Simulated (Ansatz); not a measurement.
# GaW3N (W3GaN antiperovskite): lattice stability ahead of a resistivity run, part 2 of 2

The plan: relax GaW3N (W3GaN antiperovskite), check its phonons, and, if the lattice is stable, compute its Eliashberg function and ρ(T).

Ansatz 0.2.0; DFT PBE, scalar-relativistic, plane waves, PAW.

So far. Step 2 (Relaxation): The largest force is now zero by symmetry and the largest stress component 0.024 GPa, small enough for phonons. The relaxed cell has a = 4.118 Å (conventional setting).

The structure was built from a prototype and need not be the compound's stable phase.

## (3) Phonons by linear response: q 2×2×2, k 4×4×4

Before any scattering is computed, the phonons show whether the structure is a minimum.

input.yaml

```yaml
crystal:
  lattice:
    - [4.1177891151, 0.0, 0.0]
    - [0.0, 4.1177891151, 0.0]
    - [0.0, 0.0, 4.1177891151]
  atoms:
    - { symbol: Ga, position: [0.0, 0.0, 0.0] }
    - { symbol: W, position: [0.5, 0.5, 0.0] }
    - { symbol: W, position: [0.5, 0.0, 0.5] }
    - { symbol: W, position: [0.0, 0.5, 0.5] }
    - { symbol: "N", position: [0.5, 0.5, 0.5] }
kpoints:
  mp_grid: { grid: [4, 4, 4] }
hamiltonian:
  xc: pbe
scf:
  occupations: { method: methfessel_paxton, width: 0.2 }
output:
  eigenvalues: true
phonons:
  method: dfpt
  qmesh: [2, 2, 2]
  temperatures: { t_max: 1000, t_step: 50 }
  qpath:
    path:
      - [[0.0, 0.0, 0.0], [0.0, 0.5, 0.0], [0.5, 0.5, 0.0], [0.0, 0.0, 0.0], [0.5, 0.5, 0.5], [0.0, 0.5, 0.0]]
      - [[0.5, 0.5, 0.5], [0.5, 0.5, 0.0]]
    npoints: 10
```

Launch:

```sh
> ansatz run input.yaml --threads 4 --pin off --max-ram 16384MiB --backend cpu --events-out ev --progress --plain --runs-dir out
```

Numbers of over 12 decimals in the logs are rounded to 6 here.

Output:

```text
[...]
Crystal: 5 atoms, lattice volume = 69.822 Å³
Basis set: ecut = 420 eV, 1357 PW (Γ), exchange–correlation on 60×60×60 points (8 copies of the dense FFT grid, shifted against one another)
Bands: 36, of which v1, the nominal top of the filled ones, is band 30 counted from 1 (29 counted from 0)
Symmetry: 48 space group operations
k-points: 10 of 64
[...]
SCF iter   1: F=—  HF=-35320.957809 eV  |F-HF|=—  |Δ(HF+E_count)|=         —  Δρ=1.13e-2  dr2=1.16e-1  ethr=1.77e-3  ⟨swp⟩=5.0  Hψ=1397  notcnv=0
[...]
SCF iter  10: F=-35320.916418 eV  HF=-35320.916418 eV  |F-HF|=1.46e-11  |Δ(HF+E_count)|=  1.46e-11  S|Δr|=    0.00e0  Δρ=5.23e-8  dr2=1.23e-12  ethr=1.00e-12  ⟨swp⟩=8.8  Hψ=1601  notcnv=0
the search or the solves at the SCF's close seem to have found levels that the self-consistency loop had missed (the run counts 1). By its estimate they hold under 1e-12 electrons; where the run keeps them, the occupations were computed again with them
SCF 1 converged in 10 iterations: F = -35320.916418 eV  dr2 = 1.23e-12
[...]
SCF iter   1: F=—  HF=-35320.916417 eV  |F-HF|=—  |Δ(HF+E_count)|=         —  Δρ=3.40e-7  dr2=5.17e-11  ethr=2.47e-8  ⟨swp⟩=3.7  Hψ=2507  notcnv=0
eigensolver tolerance schedule: the retry pair's looser diagonalisation over-reported the residual by 286969.19 of it (diagonalisation noise at an unbounded share of the residual, at the tolerance the schedule requests for it); recorded, not acted on — ethr = c·dr2/N_el stays at c = 1.0e-1
[...]
SCF iter   2: F=—  HF=-35320.916418 eV  |F-HF|=—  |Δ(HF+E_count)|=   1.54e-6  S|Δr|=    0.00e0  Δρ=1.64e-7  dr2=1.27e-11  ethr=1.00e-12  ⟨swp⟩=3.9  Hψ=865  notcnv=0
SCF iter   3: F=-35320.916418 eV  HF=-35320.916418 eV  |F-HF|=7.28e-12  |Δ(HF+E_count)|=  7.28e-12  S|Δr|=    0.00e0  Δρ=1.02e-7  dr2=4.86e-12  ethr=1.00e-12  ⟨swp⟩=3.9  Hψ=866  notcnv=0
SCF 2 converged in 3 iterations: F = -35320.916418 eV  dr2 = 4.86e-12
phonons: the bands overlap, so this run is a metal and interpolates without the dipole-dipole term. If the crystal is really an insulator or semiconductor, its LO-TO splitting is missing
NSCF: frozen V_eff on 10 k-points
[...]
DFPT response loops at q = (0, 0, 0) (fractional): preconditioner auto → Kerker (q_TF=auto, 2.660 Å⁻¹) (partly filled bands, converged f_vac=0.000); β = 1.00, the filter's whole step (`scf.mixing.beta` (0.50) is not read by the response loops under this deck's `scf.mixing.preconditioner`; to damp them name `kerker` or `kerker_dos`, under which they read `scf.mixing.beta`, and type it under 1.00, their step now; both keys bind the ground state too); Broyden in place of MSR1
[...]
SCF converged after 10 iterations
Stability not checked: this state was not tested for a lower state beside it, because cold or Methfessel-Paxton smearing, or corrected tetrahedra, fill the levels in a way that the test cannot read (fill_not_monotonic; see scf.lower_state_search)
Free energy (F): -35320.916418 eV
[...]
Internal energy: -35320.917594 eV  (E = F + TS)
E sigma→0 (E₀):  -35320.916712 eV
Entropy (-TS):   0.001176 eV (0.235 meV/atom)
Fermi energy:    19.348204 eV
[...]
--- Band table (eV; the first three rows and the last of 10) ---
  k-point 0: bands = [... 26 lower, 15.4157, 19.9167, 19.9167, 19.9167, 20.1477, 20.1477, 20.1477, 20.9708, ... 2 higher]
  k-point 1: bands = [... 26 lower, 16.1435, 18.5453, 19.0782, 19.0782, 19.4163, 20.9770, 21.6760, 21.6760, ... 2 higher]
  k-point 2: bands = [... 26 lower, 17.3922, 18.4350, 18.9076, 19.7057, 19.7057, 20.0936, 20.8428, 20.8428, ... 2 higher]
  k-point 9: bands = [... 26 lower, 17.2697, 17.2697, 17.9266, 17.9266, 17.9266, 20.8581, 20.8581, 22.7166, ... 2 higher]
--- Phonons (Γ-DFPT): 4 representative perturbations + reference (Σ response iterations 14) ---
  ASR residual: 2.244e-4 → 0.000e0 eV/Å²; symmetrization residual: 6.652e-6 eV/Å²
  ASR residual per site (eV/Å²): 9.50e-7 1.04e-4 1.04e-4 1.04e-4 2.24e-4
  Γ frequencies (cm⁻¹): -79.54 -79.54 -79.54 0.00 0.00 0.00 68.99 68.99 68.99 153.26 153.26 153.26 611.53 611.53 611.53
--- Phonons (arbitrary-q DFPT): 4 irreducible q on the 2×2×2 mesh ---
  q = [0.0000, 0.0000, 0.0000] (star 1, of the zone-centre solve; hermiticity 6.18e-7, symmetrization 7.84e-13): -79.54 -79.54 -79.54 -0.00 0.00 0.00 68.99 68.99 68.99 153.26 153.26 153.26 611.53 611.53 611.53
  q = [0.0000, 0.0000, -0.5000] (star 3, 9 solved perturbations in 216 linear systems a pass and spin channel, the states on 27 of 64 k-point pairs; hermiticity 4.66e-7, symmetrization 1.18e-13): 62.57 62.57 87.99 87.99 89.20 89.20 115.67 131.83 149.03 149.03 157.01 206.97 643.85 643.85 768.53
[...]
sum rule: each row above includes the acoustic sum rule's correction from the zone centre's row sums; it moved no ω² by more than (2.09 cm⁻¹)²
  mesh force constants: q→R imaginary residual 3.38e-18; ASR residual 2.244e-4 → 0.000e0 eV/Å²; symmetrization residual 2.132e-14 eV/Å²
  interpolated dispersion: 62 rows × 15 modes
  density of states and harmonic sums: on the 16×16×16 q-mesh, interpolated from the force constants of a 2×2×2 supercell (no non-analytic term)
  largest difference from the sums on the solved wave vectors: F 1.04e-1 eV, S 1.52e-4 and C_V 4.77e-5 eV/K
  zero-point energy: 0.223977 eV/cell   skipped modes (ω ≤ 0): 53, of them read as no rigid motion or as one in doubt: 50 (1.956e-1 modes/cell left out, lowest -79.54 cm⁻¹)   left out of the sums: 1.31e-2 of the cell's modes: C_V's classical limit lies that fraction below 3 k_B per atom; for a crystal, a wire or a layer, F and S can be off by more, and a phonons.interpolated_qmesh denser along its periods is the remedy for the sampling
```

It took 64 s on 4 threads of Arm Neoverse V1, shared host; peak memory 0.61 GiB.

Numbers from this step:

- share of imaginary modes in the plain interpolation between solved wavevectors: 0.0131
- highest frequency, solved or plainly interpolated: 783.7 cm⁻¹

Solved on the 2×2×2 mesh alone; all other wavevectors are interpolated. Phonon branches along the path, in cm⁻¹:

```csv
point,branch 1,branch 2,branch 3,branch 4,branch 12,branch 13,branch 14,branch 15
Γ,-80,-80,-80,0,153,612,612,612
halfway,-34,-34,57,57,162,628,628,692
X,63,63,88,88,207,644,644,768
halfway,79,92,97,103,200,665,706,768
M,81,115,115,116,202,686,767,767
halfway,56,62,79,85,168,647,699,699
Γ,-80,-80,-80,0,153,612,612,612
halfway,62,78,78,114,176,710,710,710
R,68,68,68,110,199,784,784,784
halfway,82,85,85,120,196,721,721,772
X,63,63,88,88,207,644,644,768
jump to R,68,68,68,110,199,784,784,784
halfway,75,87,87,125,200,735,775,775
M,81,115,115,116,202,686,767,767
```

Among the solved wavevectors the lowest mode, translations apart, is -79.5 cm⁻¹, imaginary.

## (4) Phonons: q 2×2×2, k 6×6×6

An imaginary mode on so few k-points may come from the sampling, so the phonons are repeated with another k mesh.

input.yaml: that of step 3 with these lines changed.

```diff
@@ -12,3 +12,3 @@
 kpoints:
-  mp_grid: { grid: [4, 4, 4] }
+  mp_grid: { grid: [6, 6, 6] }
 hamiltonian:
```

The mesh is denser.

Output:

```text
[...]
Crystal: 5 atoms, lattice volume = 69.822 Å³
Basis set: ecut = 420 eV, 1357 PW (Γ), exchange–correlation on 60×60×60 points (8 copies of the dense FFT grid, shifted against one another)
Bands: 36, of which v1, the nominal top of the filled ones, is band 30 counted from 1 (29 counted from 0)
Symmetry: 48 space group operations
k-points: 20 of 216
[...]
SCF iter   1: F=—  HF=-35320.887988 eV  |F-HF|=—  |Δ(HF+E_count)|=         —  Δρ=1.21e-2  dr2=1.38e-1  ethr=1.77e-3  ⟨swp⟩=5.1  Hψ=2817  notcnv=0
[...]
SCF iter  10: F=-35320.840028 eV  HF=-35320.840028 eV  |F-HF|=7.28e-12  |Δ(HF+E_count)|=  2.18e-11  S|Δr|=    0.00e0  Δρ=6.04e-8  dr2=1.66e-12  ethr=1.00e-12  ⟨swp⟩=9.1  Hψ=3267  notcnv=0
[...]
SCF 1 converged in 10 iterations: F = -35320.840028 eV  dr2 = 1.66e-12
[...]
SCF iter   3: F=-35320.840028 eV  HF=-35320.840028 eV  |F-HF|=1.46e-11  |Δ(HF+E_count)|=  7.28e-12  S|Δr|=    0.00e0  Δρ=9.60e-8  dr2=4.51e-12  ethr=1.00e-12  ⟨swp⟩=4.2  Hψ=1754  notcnv=0
SCF 2 converged in 3 iterations: F = -35320.840028 eV  dr2 = 4.51e-12
[...]
SCF converged after 10 iterations
[...]
Free energy (F): -35320.840028 eV
[...]
Internal energy: -35320.842202 eV  (E = F + TS)
E sigma→0 (E₀):  -35320.840571 eV
Entropy (-TS):   0.002175 eV (0.435 meV/atom)
Fermi energy:    19.331588 eV
[...]
--- Band table (eV; the first three rows and the last of 20) ---
  k-point 0: bands = [... 26 lower, 15.4106, 19.9173, 19.9173, 19.9173, 20.1478, 20.1478, 20.1478, 20.9811, ... 2 higher]
  k-point 1: bands = [... 26 lower, 15.7432, 18.9587, 19.1742, 19.1742, 19.6664, 20.9933, 21.3210, 21.3210, ... 2 higher]
  k-point 2: bands = [... 26 lower, 16.6398, 18.4033, 19.1646, 19.2277, 19.2277, 20.8606, 21.4618, 21.4938, ... 2 higher]
  k-point 19: bands = [... 26 lower, 17.2739, 17.2739, 17.9272, 17.9272, 17.9272, 20.8579, 20.8579, 22.7187, ... 2 higher]
[...]
ASR residual: 2.343e-4 → 0.000e0 eV/Å²; symmetrization residual: 4.567e-6 eV/Å²
  ASR residual per site (eV/Å²): 3.00e-6 9.46e-5 9.46e-5 9.46e-5 2.34e-4
[...]
--- Phonons (arbitrary-q DFPT): 4 irreducible q on the 2×2×2 mesh ---
[...]
interpolated dispersion: 62 rows × 15 modes
[...]
```

Elapsed: 2.2 min, on 4 threads; peak memory 0.81 GiB.

This step gave:

```yaml
share_of_imaginary_modes_in_the_plain_interpolation_between_solved_wavevectors: 0.0114
highest_frequency_solved_or_plainly_interpolated: 768 cm⁻¹
```

Solved on the 2×2×2 mesh alone; all other wavevectors are interpolated. Phonon branches along the path, in cm⁻¹:

```csv
point,branch 1,branch 2,branch 3,branch 4,branch 12,branch 13,branch 14,branch 15
Γ,-61,-61,-61,0,157,606,606,606
halfway,-27,-27,49,58,159,615,615,678
X,36,36,83,83,200,625,625,747
halfway,80,80,83,100,200,637,694,754
M,72,107,107,108,209,649,761,761
halfway,58,62,74,75,170,626,686,686
Γ,-61,-61,-61,0,157,606,606,606
halfway,61,77,77,99,184,694,694,694
R,66,66,66,112,221,768,768,768
halfway,76,77,86,110,204,702,702,759
X,36,36,83,83,200,625,625,747
jump to R,66,66,66,112,221,768,768,768
halfway,69,82,82,124,214,709,765,765
M,72,107,107,108,209,649,761,761
```

The modes has structure finer than the step of the table below, so its rows give means over 20 cm⁻¹, whole bins alone (the curve runs from -70.9 to 799 cm⁻¹). Peaks (cm⁻¹: height): Ga 158.9: 0.119; N 645.9: 0.0218, 684.2: 0.0171, 749.9: 0.0304; W 82.3: 0.107, 126.1: 0.0826, 197.2: 0.0261.

Phonopy on the run's constants, 13x13x13 mesh, Gaussian sigma 6.2 cm⁻¹. Table of modes by wavenumber; means over each step; values in 1/cm⁻¹/cell:

```csv
wavenumber (cm⁻¹),Ga,N,W
-60,0,0,0.00129
-40,8.1e-6,0,0.00320
-20,1.5e-5,0,0.00360
0,1.5e-5,1.1e-6,7.9e-4
20,1.0e-4,1.9e-5,0.00470
40,4.3e-4,6.9e-5,0.0155
60,0.00121,1.8e-4,0.0441
80,0.00356,7.8e-4,0.0992
100,0.00683,0.00126,0.0774
120,0.00901,0.00128,0.0754
140,0.0297,5.7e-4,0.0449
160,0.0909,2.0e-4,0.0309
180,0.00787,1.5e-4,0.0136
200,2.5e-4,1.8e-4,0.0229
220,2.2e-5,4.5e-5,0.00751
240,0,0,8.7e-5
260,0,0,0
280,0,0,0
300,0,0,0
320,0,0,0
340,0,0,0
360,0,0,0
380,0,0,0
400,0,0,0
420,0,0,0
440,0,0,0
460,0,0,0
480,0,0,0
500,0,0,0
520,0,0,0
540,0,0,0
560,0,0,0
580,0,3.2e-6,0
600,0,0.00162,1.3e-4
620,0,0.0136,0.00106
640,0,0.0214,0.00145
660,0,0.0166,8.8e-4
680,0,0.0155,5.3e-4
700,0,0.0128,3.1e-4
720,0,0.0174,2.4e-4
740,0,0.0226,1.1e-4
760,0,0.0220,3.3e-5
780,0,0.00182,4.2e-7
```

No LO-TO term; unit eigenvectors of the mass-weighted matrix. Modes at Γ, with each element's share of the kinetic energy (negative means imaginary):

```csv
mode,frequency (cm⁻¹),symmetry,Ga %,W %,N %
1,-60.9,T2u,0,100,0
2,-60.9,T2u,0,100,0
3,-60.9,T2u,0,100,0
4,0.0,T1u,11,87,2
5,0.0,T1u,11,87,2
6,0.0,T1u,11,87,2
7,67.9,T1u,4,91,6
8,67.9,T1u,4,91,6
9,67.9,T1u,4,91,6
10,156.8,T1u,85,15,0
11,156.8,T1u,85,15,0
12,156.8,T1u,85,15,0
13,606.1,T1u,0,8,92
14,606.1,T1u,0,8,92
15,606.1,T1u,0,8,92
```

Displacements in mode 2 (-60.9 cm⁻¹), the largest set to 1:
```
Ga1  0.00  0.00  0.00
W2  -0.15 -0.08  0.00
W3   0.15  0.00 -1.00
W4   0.00  0.08  1.00
N5   0.00  0.00  0.00
```

Displacements in mode 13 (606.1 cm⁻¹), the largest set to 1:
```
Ga1  0.00  0.00  0.00
W2   0.00  0.00 -0.08
W3   0.00  0.00  0.00
W4   0.00  0.00  0.00
N5   0.00  0.01  1.00
```

Among the solved wavevectors the lowest mode, translations apart, is -60.9 cm⁻¹, imaginary.

## (5) Outcome

```
phonon run of the rows without a label of their own : PBE, q 2×2×2, k 6×6×6
softest mode on the q mesh                          : -60.9 cm⁻¹ at q = (0, 0, 0)
highest frequency, solved or plainly interpolated   : 768 cm⁻¹
```

In words: The lattice is dynamically unstable at this level: a mode at q = (0, 0, 0) is imaginary, 60.9i cm⁻¹, so no harmonic coupling constant or resistivity is defined for this structure. These meshes are coarse, and single modes of a metal can move by tens of cm⁻¹ with the k mesh. Spin–orbit coupling, left out here, matters for W. The phonon runs are not spin-polarised. The structure was built by hand as an ordered model, and its stability against other phases was not tested.

[Logs are printed without paths, hosts, clocks, repeated set-up lines and the standing remarks that a program may print on its own settings, such as how far it seeks lower states.]

[Hosts, paths, dates, database ids (printed as entryN), source tags and the programs' standing remarks are cut or masked in the printed files.]
